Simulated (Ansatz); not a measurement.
# Sc2NO2 monolayer: phonons and vibrational spectra, part 3 of 3

Wanted: phonon frequencies of Sc2NO2 monolayer and what follows from them.

Ansatz 0.2.0; DFT PBEsol, scalar-relativistic, plane waves, PAW.

So far. Step 4 (Tight relaxation): The largest force component left is 0.031 meV/Å, within the tolerances set. Step 5 (Zone-centre response): Before it was imposed, the acoustic sum rule was missed by 2.7e-5 eV/Å². Small misses are needed for a sound result but don't prove that mesh and cutoff are converged. The lowest optical mode is real, 125 cm⁻¹.

## Step 6: Phonons on a q mesh

Stability and thermal properties need the whole zone. Linear response on a 6×6×1 q mesh gives force constants as far as a supercell of that size would.

Contents of input.yaml:

```yaml
crystal:
  lattice:
    - [3.2137296064, 0.0, 0.0]
    - [-1.6068648032, 2.78317148, 0.0]
    - [0.0, 0.0, 32.6]
  atoms:
    - { symbol: "N", position: [0.0, 0.0, 0.3067484663] }
    - { symbol: Sc, position: [0.3333333333, 0.6666666667, 0.3494973899] }
    - { symbol: Sc, position: [0.6666666667, 0.3333333333, 0.2639995427] }
    - { symbol: O, position: [0.6666666667, 0.3333333333, 0.3734876061] }
    - { symbol: O, position: [0.3333333333, 0.6666666667, 0.2400093265] }
  periodic: [true, true, false]
kpoints:
  mp_grid: { grid: [12, 12, 1] }
hamiltonian:
  xc: pbesol
scf:
  occupations: { method: methfessel_paxton, width: 0.15 }
output:
  eigenvalues: true
phonons:
  method: dfpt
  qmesh: [6, 6, 1]
  temperatures: { t_max: 1000, t_step: 50 }
  qpath:
    path:
      - [0.0, 0.0, 0.0]
      - [0.5, 0.0, 0.0]
      - [0.33333333, 0.33333333, 0.0]
      - [0.0, 0.0, 0.0]
    npoints: 10
```

The run is started by

```bash
ansatz run input.yaml --threads 8 --pin off --max-ram 14336MiB --backend cpu --events-out ev --progress --plain --runs-dir out
```

Numbers of over 12 decimals in the logs are rounded to 6 here.

The log of the run:

```text
[...]
Crystal: 5 atoms, lattice volume = 291.586 Å³
Basis set: ecut = 420 eV, 5785 PW (Γ), exchange–correlation on 48×48×450 points (8 copies of the dense FFT grid, shifted against one another)
Bands: 25, of which v1, the nominal top of the filled ones, is band 20 counted from 1 (19 counted from 0)
Symmetry: 12 space group operations
k-points: 19 of 144 (irreducible under 6 space group operations, time reversal used)
[...]
SCF iter   1: F=—  HF=-5730.024825 eV  |F-HF|=—  |Δ(HF+E_count)|=         —  Δρ=8.24e-3  dr2=1.84e-1  ethr=1.77e-3  ⟨swp⟩=9.1  Hψ=3059  notcnv=0
[...]
SCF iter  12: F=-5729.984681 eV  HF=-5729.984681 eV  |F-HF|=2.18e-11  |Δ(HF+E_count)|=  4.43e-10  S|Δr|=    0.00e0  Δρ=1.56e-8  dr2=6.20e-13  ethr=1.00e-12  ⟨swp⟩=18.9  Hψ=3645  notcnv=0
SCF 1 converged in 12 iterations: F = -5729.984681 eV  dr2 = 6.20e-13
[...]
phonons: the bands overlap, so this run is a metal and interpolates without the dipole-dipole term. If the crystal is really an insulator or semiconductor, its LO-TO splitting is missing
NSCF: frozen V_eff on 19 k-points
WARN: eigensolver did not converge (k=4): 1 band(s) unlocked after 2 eigensolves, warm-restarted (20 sweeps on the last) at ethr=1.09e-12 eV (storage-precision floor; scheduled 1.00e-12 eV) (lowest unlocked band 24, counted from 0; max residual 4.95e-4 eV among the unlocked bands, 4.95e-4 eV over every band; other slots of this pass that fall short are told together in one closing line; warning suppressed until the next SCF loop or pass starts)
WARN: eigensolver did not converge in 6 slots of this pass, the one above among them; of largest residual over every band (k=9): 1 band(s) unlocked (lowest unlocked band 24, counted from 0; max residual 6.14e-4 eV among the unlocked bands, 6.14e-4 eV over every band); of lowest unlocked band (k=4): band 24
[...]
DFPT response loops at q = (0, 0, 0) (fractional): preconditioner auto → none (partly filled bands, converged f_vac=0.774); β = 0.50; Broyden in place of MSR1
[...]
SCF converged after 12 iterations
[...]
Free energy (F): -5729.984681 eV
[...]
Internal energy: -5729.984361 eV  (E = F + TS)
E sigma→0 (E₀):  -5729.984601 eV
Entropy (-TS):   -0.000320 eV (-0.064 meV/atom)
Fermi energy:    -7.336019 eV
[...]
--- Band table (eV; the first three rows and the last of 19) ---
  k-point 0: bands = [... 16 lower, -9.2942, -7.3802, -6.7055, -6.7055, -2.6954, -2.6954, -2.5196, -1.8254, ... 1 higher]
  k-point 1: bands = [... 16 lower, -9.2171, -7.2646, -7.0347, -6.8310, -2.7420, -2.5341, -2.5235, -1.8365, ... 1 higher]
  k-point 2: bands = [... 16 lower, -9.0726, -7.7498, -7.1238, -7.0959, -2.9763, -2.3049, -2.1780, -1.7988, ... 1 higher]
  k-point 18: bands = [... 16 lower, -8.9521, -8.7503, -7.8864, -7.8864, -2.7487, -2.0751, -2.0751, -1.7820, ... 1 higher]
--- Phonons (Γ-DFPT): 10 representative perturbations + reference (Σ response iterations 57) ---
  ASR residual: 3.935e-5 → 0.000e0 eV/Å²; symmetrization residual: 1.354e-5 eV/Å²
[...]
ASR residual per site (eV/Å²): 2.17e-5 3.94e-5 3.84e-5 1.20e-5 1.22e-5
[...]
--- Phonons (arbitrary-q DFPT): 7 irreducible q on the 6×6×1 mesh ---
  q = [0.0000, 0.0000, 0.0000] (star 1, of the zone-centre solve; hermiticity 2.19e-6, symmetrization 1.26e-12, taken by the last average 2.06e-7): -0.00 -0.00 0.00 124.85 124.85 205.57 358.47 358.47 408.86 454.86 454.86 478.84 485.18 485.18 527.23
  q = [0.0000, 0.1667, 0.0000] (star 6, 15 solved perturbations on 78 of 144 k-point pairs; hermiticity 1.89e-6, symmetrization 4.50e-11, taken by the last average 3.00e-7): 59.83 87.52 147.72 150.09 193.43 206.80 352.05 358.86 371.35 446.77 458.65 480.58 484.29 496.73 554.93
[...]
q = [0.1667, 0.1667, 0.0000] (star 6, 10 solved perturbations in 1110 linear systems a pass and spin channel, the states on 144 of 144 k-point pairs; hermiticity 1.09e-6, symmetrization 1.31e-10, taken by the last average 6.20e-7): 111.28 163.60 178.00 196.35 231.13 244.11 351.25 355.33 381.86 447.39 464.66 465.62 477.46 509.14 569.62
[...]
sum rule: each row above includes the acoustic sum rule's correction from the zone centre's row sums; it moved no ω² by more than (0.65 cm⁻¹)²
  mesh force constants: q→R imaginary residual 1.14e-18; ASR residual 3.935e-5 → 0.000e0 eV/Å²; symmetrization residual 1.243e-14 eV/Å²
  interpolated dispersion: 31 rows × 15 modes
  density of states and harmonic sums: on the 24×24×1 q-mesh, interpolated from the force constants of a 6×6×1 supercell (no non-analytic term)
  largest difference from the sums on the solved wave vectors: F 1.98e-2 eV, S 2.57e-5 and C_V 5.83e-6 eV/K
  zero-point energy: 0.323679 eV/cell   skipped modes (ω ≤ 0): 4, of them read as no rigid motion or as one in doubt: 1 (1.042e-2 modes/cell left out, lowest -1.17 cm⁻¹)   left out of the sums: 1.04e-3 of the cell's modes: C_V's classical limit lies that fraction below 3 k_B per atom; for a crystal, a wire or a layer, F and S can be off by more, and a phonons.interpolated_qmesh denser along its periods is the remedy for the sampling
```

It took 17 min on 8 threads of Arm Neoverse V1, shared host; peak memory 2.7 GiB.

Numbers from this step:

* sum-rule residual before enforcement: 3.94e-5 eV/Å²
* lowest frequency on the path: 0 cm⁻¹
* highest frequency on the path or at a solved wavevector: 585.9 cm⁻¹
* mean frequency: 348.2 cm⁻¹
* lowest mode on the q mesh (acoustic modes at Γ apart): 59.83 cm⁻¹
* zero-point energy per atom: 64.74 meV
* heat capacity at 300 K: 19.48 J/(mol atoms K)
* vibrational entropy at 300 K: 17.84 J/(mol atoms K)
* edges of the widest gap between branches, on path and mesh: 277.9, 349.1 cm⁻¹

Frequencies (cm⁻¹) solved at each irreducible wavevector; negative means imaginary. Frequencies by wavevector, by row:

```tsv
q in reciprocal lattice units	star	mode 1	mode 2	mode 3	mode 4	mode 13	mode 14	mode 15
0 0 0	1	0	0	0	124.8	485.2	485.2	527.2
0 0.1667 0	6	59.8	87.5	147.7	150.1	484.3	496.7	554.9
0 0.3333 0	6	130.1	157.8	190.2	191.8	470.4	524.3	573.4
0 -0.5 0	3	172	181.9	194.3	210.1	464.9	530.8	585.9
0.1667 0.1667 0	6	111.3	163.6	178	196.3	477.5	509.1	569.6
0.1667 0.3333 0	12	164.2	189.4	214.9	230.3	471.9	535.7	567.1
0.3333 0.3333 0	2	189.1	189.1	231.4	231.4	479.9	549.6	549.6
```

Interpolated from a 6×6×1 q mesh. Phonon branches along the path, in cm⁻¹:

```tsv
point	branch 1	branch 2	branch 3	branch 4	branch 12	branch 13	branch 14	branch 15
Γ	0	0	0	125	479	485	485	527
halfway	98	128	170	184	473	476	506	571
M	172	182	194	210	461	465	531	586
halfway	177	192	216	229	470	471	532	573
K	189	189	231	231	475	480	550	550
halfway	111	164	178	196	466	478	509	570
Γ	0	0	0	125	479	485	485	527
```

Tetrahedra on a 24×24×1 mesh, mean over bins of 5 cm-1. Interpolated from a 6×6×1 q mesh. Table of phonon density of states by wavenumber; read off at these points:

wavenumber (cm⁻¹), phonon density of states (1/cm⁻¹/cell) and a bar:
```
       -2      0.001 
       12      0.001 
       28      0.002 
       48      0.004 #
       62      0.005 #
       78      0.006 #
       92      0.007 #
      108      0.009 ##
      128      0.016 ###
      142      0.020 ####
      158      0.025 #####
      172      0.043 ########
      188      0.063 ############
      192      0.080 ###############
      202      0.035 #######
      222      0.029 ######
      238      0.028 #####
      252      0.067 #############
      268      0.047 #########
      282      0.000 
      302      0.000 
      318      0.000 
      332      0.000 
      348      0.005 #
      358      0.155 ##############################
      362      0.083 ################
      368      0.100 ###################
      382      0.013 ##
      398      0.010 ##
      412      0.009 ##
      428      0.014 ###
      442      0.058 ###########
      448      0.126 ########################
      458      0.073 ##############
      472      0.122 ########################
      478      0.066 #############
      492      0.012 ##
      508      0.011 ##
      522      0.011 ##
      538      0.021 ####
      558      0.019 ####
      572      0.048 #########
      588      0.001
```

The partial phonon density of states has structure finer than the step of the table below, so its rows give means over 25 cm⁻¹, whole bins alone (the curve runs from -10 to 613 cm⁻¹). Peaks (cm⁻¹: height): N 358.3: 0.0862, 452.3: 0.0160; O 252.5: 0.0146, 468.0: 0.0824, 530.6: 0.0320, 569.8: 0.0290; Sc 189.8: 0.0535, 232.9: 0.0314, 252.5: 0.0333, 358.3: 0.0114, 448.4: 0.0257.

Phonopy on the run's constants, 21x21x1 mesh, Gaussian sigma 4.4 cm-1. Interpolated from a 6×6×1 q mesh. Table of partial phonon density of states by wavenumber; means over each step; values in 1/cm⁻¹/cell:

```tsv
wavenumber (cm⁻¹)	N	O	Sc
25	2.0e-4	4.7e-4	0.00137
50	3.8e-4	9.1e-4	0.00275
75	4.8e-4	0.00119	0.00391
100	5.6e-4	0.00153	0.00563
125	6.7e-4	0.00274	0.0104
150	6.7e-4	0.00424	0.0173
175	8.8e-4	0.00830	0.0344
200	6.4e-4	0.00963	0.0360
225	2.5e-4	0.00848	0.0269
250	7.7e-4	0.0112	0.0284
275	0.00134	0.00528	0.0112
300	1.6e-7	1.4e-6	5.8e-6
325	2.3e-5	1.1e-6	2.7e-6
350	0.0397	0.00390	0.00524
375	0.0316	0.00663	0.00572
400	0.00476	0.00262	0.00243
425	0.00855	0.00331	0.00442
450	0.0126	0.0492	0.0201
475	0.00402	0.0573	0.0160
500	3.0e-4	0.0114	0.00269
525	0.00174	0.0186	0.00173
550	0.00348	0.0137	0.00114
575	0.00612	0.0186	0.00170
600	1.9e-4	5.7e-4	2.1e-5
```

Harmonic thermodynamic functions per atom, from the density of states. Interpolated from a 6×6×1 q mesh. Thermodynamic functions, by row:

```tsv
T (K)	F_vib (meV/atom)	S (J/mol-atom/K)	C_V (J/mol-atom/K)
0	64.74	0	0
100	63.65	3.331	6.585
200	56.42	10.77	15.14
300	41.5	17.84	19.48
400	19.84	23.76	21.58
500	-7.42	28.71	22.68
600	-39.41	32.91	23.33
700	-75.44	36.54	23.73
800	-115	39.72	24
900	-157.7	42.56	24.19
1000	-203.1	45.12	24.32
```

Symmetry leaves 7 wavevectors to solve. The lowest mode among them, the acoustic zeros apart, lies at q = (0, 0.167, 0) and is real, 59.8 cm⁻¹.

## Step 7: Isotope substitution, element N, natural mass 14.007 amu

An isotope changes the mass and not the force constants, so no new electronic calculation is needed; the shifts show which modes move this element.

The same force constants with the mass of N changed from 14.007 to 15.000 u (phonopy, no LO-TO term). Both lists are sorted by frequency; levels can cross, so a row need not hold one and the same mode. Modes under 3 cm⁻¹ are left out. Isotope shifts, by row, the first 40 of 57 rows:

```tsv
q	rank	natural mass (cm⁻¹)	changed mass (cm⁻¹)
0 0 0	4	124.8	124.8
0 0 0	5	124.8	124.8
0 0 0	6	205.6	205.6
0 0 0	7	358.5	347.8
0 0 0	8	358.5	347.8
0 0 0	9	408.9	403.9
0 0 0	10	454.9	454.9
0 0 0	11	454.9	454.9
0 0 0	12	478.8	478.8
0 0 0	13	485.2	485.1
0 0 0	14	485.2	485.1
0 0 0	15	527.2	517.6
0 0.1667 0	1	59.84	59.65
0 0.1667 0	2	87.52	87.25
0 0.1667 0	3	147.7	147.7
0 0.1667 0	4	150.1	149.6
0 0.1667 0	5	193.4	193.4
0 0.1667 0	6	206.8	206.8
0 0.1667 0	7	352.1	341.8
0 0.1667 0	8	358.9	348
0 0.1667 0	9	371.4	366.2
0 0.1667 0	10	446.8	446.5
0 0.1667 0	11	458.6	458.6
0 0.1667 0	12	480.6	480.5
0 0.1667 0	13	484.3	481.2
0 0.1667 0	14	496.7	496.6
0 0.1667 0	15	554.9	548.6
0 0.3333 0	1	130.1	129.9
0 0.3333 0	2	157.8	157.6
0 0.3333 0	3	190.2	190.2
0 0.3333 0	4	191.8	191.6
0 0.3333 0	5	243.3	243.3
0 0.3333 0	6	264.5	264
0 0.3333 0	7	358.9	349.7
0 0.3333 0	8	361.3	350.7
0 0.3333 0	9	396.2	389.4
0 0.3333 0	10	452.4	449.6
0 0.3333 0	11	461.1	457.1
0 0.3333 0	12	461.7	461.6
0 0.3333 0	13	470.4	470.3
```

A mode of this element alone would shift by -3.37 %. The highest zone-centre frequency without the field goes from 527.2 to 517.6 cm⁻¹ (-1.8 %). The product of the frequency ratios over all optical modes at Γ is 0.912; the product rule, (m/m′)^(3k/2) (M′/M)^(3/2) with k = 1 such atoms and M the mass of the cell, gives 0.912.

## Step 8: Another isotope, element O, natural mass 15.999 amu

The same for O, from 16.00 to 18.00 u.

A mode of this element alone would shift by -5.72 %. The highest zone-centre frequency without the field goes from 527.2 to 515.4 cm⁻¹ (-2.2 %). The product of the frequency ratios over all optical modes at Γ is 0.734; the product rule, (m/m′)^(3k/2) (M′/M)^(3/2) with k = 2 such atoms and M the mass of the cell, gives 0.734.

## Step 9: What came out

```json
{"space group after relaxation (within 0.01 Å)": "P-3m1", "area per atom": "1.79 Å²", "electronic character": "no gap on this mesh", "highest optical mode at the zone centre (no LO-TO term)": "527 cm⁻¹", "lowest optical zone-centre mode": "125 cm⁻¹", "lowest mode on the q mesh (acoustic modes at Γ apart)": "59.8 cm⁻¹", "highest frequency on the path or at a solved wavevector": "586 cm⁻¹", "zero-point energy per atom": "64.7 meV", "heat capacity at 300 K": "19.5 J/(mol atoms K)", "vibrational entropy at 300 K": "17.8 J/(mol atoms K)", "imaginary modes on the 6×6×1 q mesh": "none"}
```

**Reading.** The structure is a minimum as far as tested: no mode is imaginary at the 7 irreducible wavevectors of the 6×6×1 mesh, and the softest away from the acoustic zeros lies at 60 cm⁻¹. The optical modes at Γ span 125 to 527 cm⁻¹. On the path and the mesh, the widest gap between branches runs from 278 to 349 cm⁻¹. With no gap, or one that is small against the smearing, the frequencies hang on the k mesh and the smearing, most of all near Kohn anomalies. The phonon runs are without spin polarisation, although the cell has an odd electron count. In a sheet or slab the interpolated bending branch near Γ is rough, since the rotational sum rule isn't imposed. A phonon run warned that its eigensolver left some bands unconverged in a pass. The starting cell was built on a prototype and not taken from a measurement. These are harmonic frequencies at zero temperature: anharmonic shifts, linewidths and thermal expansion are left out.

[Logs are printed without paths, hosts, clocks, repeated set-up lines and the standing remarks that a program may print on its own settings, such as how far it seeks lower states.]

[Hosts, paths, dates, database ids (printed as entryN), source tags and the programs' standing remarks are cut or masked in the printed files.]
